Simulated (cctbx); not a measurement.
# What is wrong with this refinement?

Cell a = 6.9030 Å, b = 6.9030 Å, c = 6.6610 Å, α = 90.00°, β = 90.00°, γ = 90.00°; space group P4_2/mnm (no. 136).

Simulated single-crystal data (cctbx): Cu Kα, λ = 1.54184 Å, to d = 0.8 Å, 70 % of the full sphere, strongest reflection 40000 counts, noise from counting, a 6 % proportional error and a noise floor of 2 counts (s.d.); no absorption, and some extinction, which the refinements don't model.

An anisotropic refinement with weights 1/σ² prints:

```text
Rint 0.048, 198 unique reflections to 0.80 A
cycle     R1     wR2    GooF  max shift (A)
   1  0.6109  0.9058  32.708   0.05106
   6  0.4450  0.6912  24.961   0.00048
final R1 0.4451 wR2 0.6912 GooF 24.961  parameters 14  data/parameter 14.1
atom        x        y        z      Ueq    occ   su(xyz)  su(Uiso or U11)
Zr1    0.35930  0.64070  0.00000   0.0066  1.000  0.00121  0.0061  NPD
Zr2    0.81167  0.81167  0.00000   0.0138  1.000  0.00141  0.0074  NPD
Ni1    0.64851  0.64851  0.72581   0.0028  1.000  0.00262  0.0076  NPD
difference map: max 76.24 min -27.62 rms 8.46
Q1    0.1849  0.1849  0.0000    4   79.05  0.03 A from Zr2
Q2    0.1576  0.1576  0.5000    4   68.33  0.17 A from Zr1
Q3    0.0000  0.5000  0.2500    4   67.23  2.64 A from Ni1
Q4    0.1378  0.8622  0.2185    8   44.15  0.12 A from Ni1
Q5    0.0000  0.5000  0.0000    4   24.13  2.51 A from Zr2
Q6    0.1111  0.8889  0.3056    8   22.65  0.64 A from Ni1
```

Q: Accept it or mend it, and why?

Mend it. The fault: an atom left out, Ti at (0, 1/2, 3/4). Against the right model at the same level, R1 goes from 0.0105 to 0.4451 and GooF from 0.89 to 24.96, the top difference peak, 79.0 e/Å³, lies on Zr2 and Zr1, Zr2 and Ni1 go non-positive-definite. Q3 is the missing atom. With scattering power missing, scale and phases suffer, so peaks may also grow on the heavy atoms.

The compound is Zr2TiNi2. The right model at the same level gives:

```text
Rint 0.048, 198 unique reflections to 0.80 A
cycle     R1     wR2    GooF  max shift (A)
   1  0.0248  0.0760   2.758   0.00158
   2  0.0105  0.0244   0.887   0.00000
final R1 0.0105 wR2 0.0244 GooF 0.887  parameters 16  data/parameter 12.4
atom        x        y        z      Ueq    occ   su(xyz)  su(Uiso or U11)
Zr1    0.35188  0.64812  0.00000   0.0028  1.000  0.00003  0.0001
Zr2    0.81691  0.81691  0.00000   0.0033  1.000  0.00003  0.0001
Ni1    0.63305  0.63305  0.72377   0.0072  1.000  0.00007  0.0002
Ti1    0.00000  0.50000  0.75000   0.0058  1.000  0.00000  0.0002
difference map: max 0.42 min -0.65 rms 0.13
Q1    0.0932  0.3554  0.5000    8    0.43  1.48 A from Zr1
Q2    0.2089  0.2089  0.1872    8    0.38  1.27 A from Zr2
Q3    0.0843  0.0843  0.1567    8    0.37  1.42 A from Zr2
Q4    0.1657  0.7451  0.2456   16    0.36  0.88 A from Ni1
Q5    0.0829  0.6202  0.1588   16    0.34  1.18 A from Ti1
Q6    0.0747  0.4162  0.1122   16    0.30  1.20 A from Ti1
```

The model is made up (kin elements in a known structure type, no relaxation), so it says nothing on whether the phase exists.

[Middle refinement cycles are left out of these outputs.]

[Logs are printed without paths, hosts, clocks, repeated set-up lines and the standing remarks that a program may print on its own settings, such as how far it seeks lower states.]
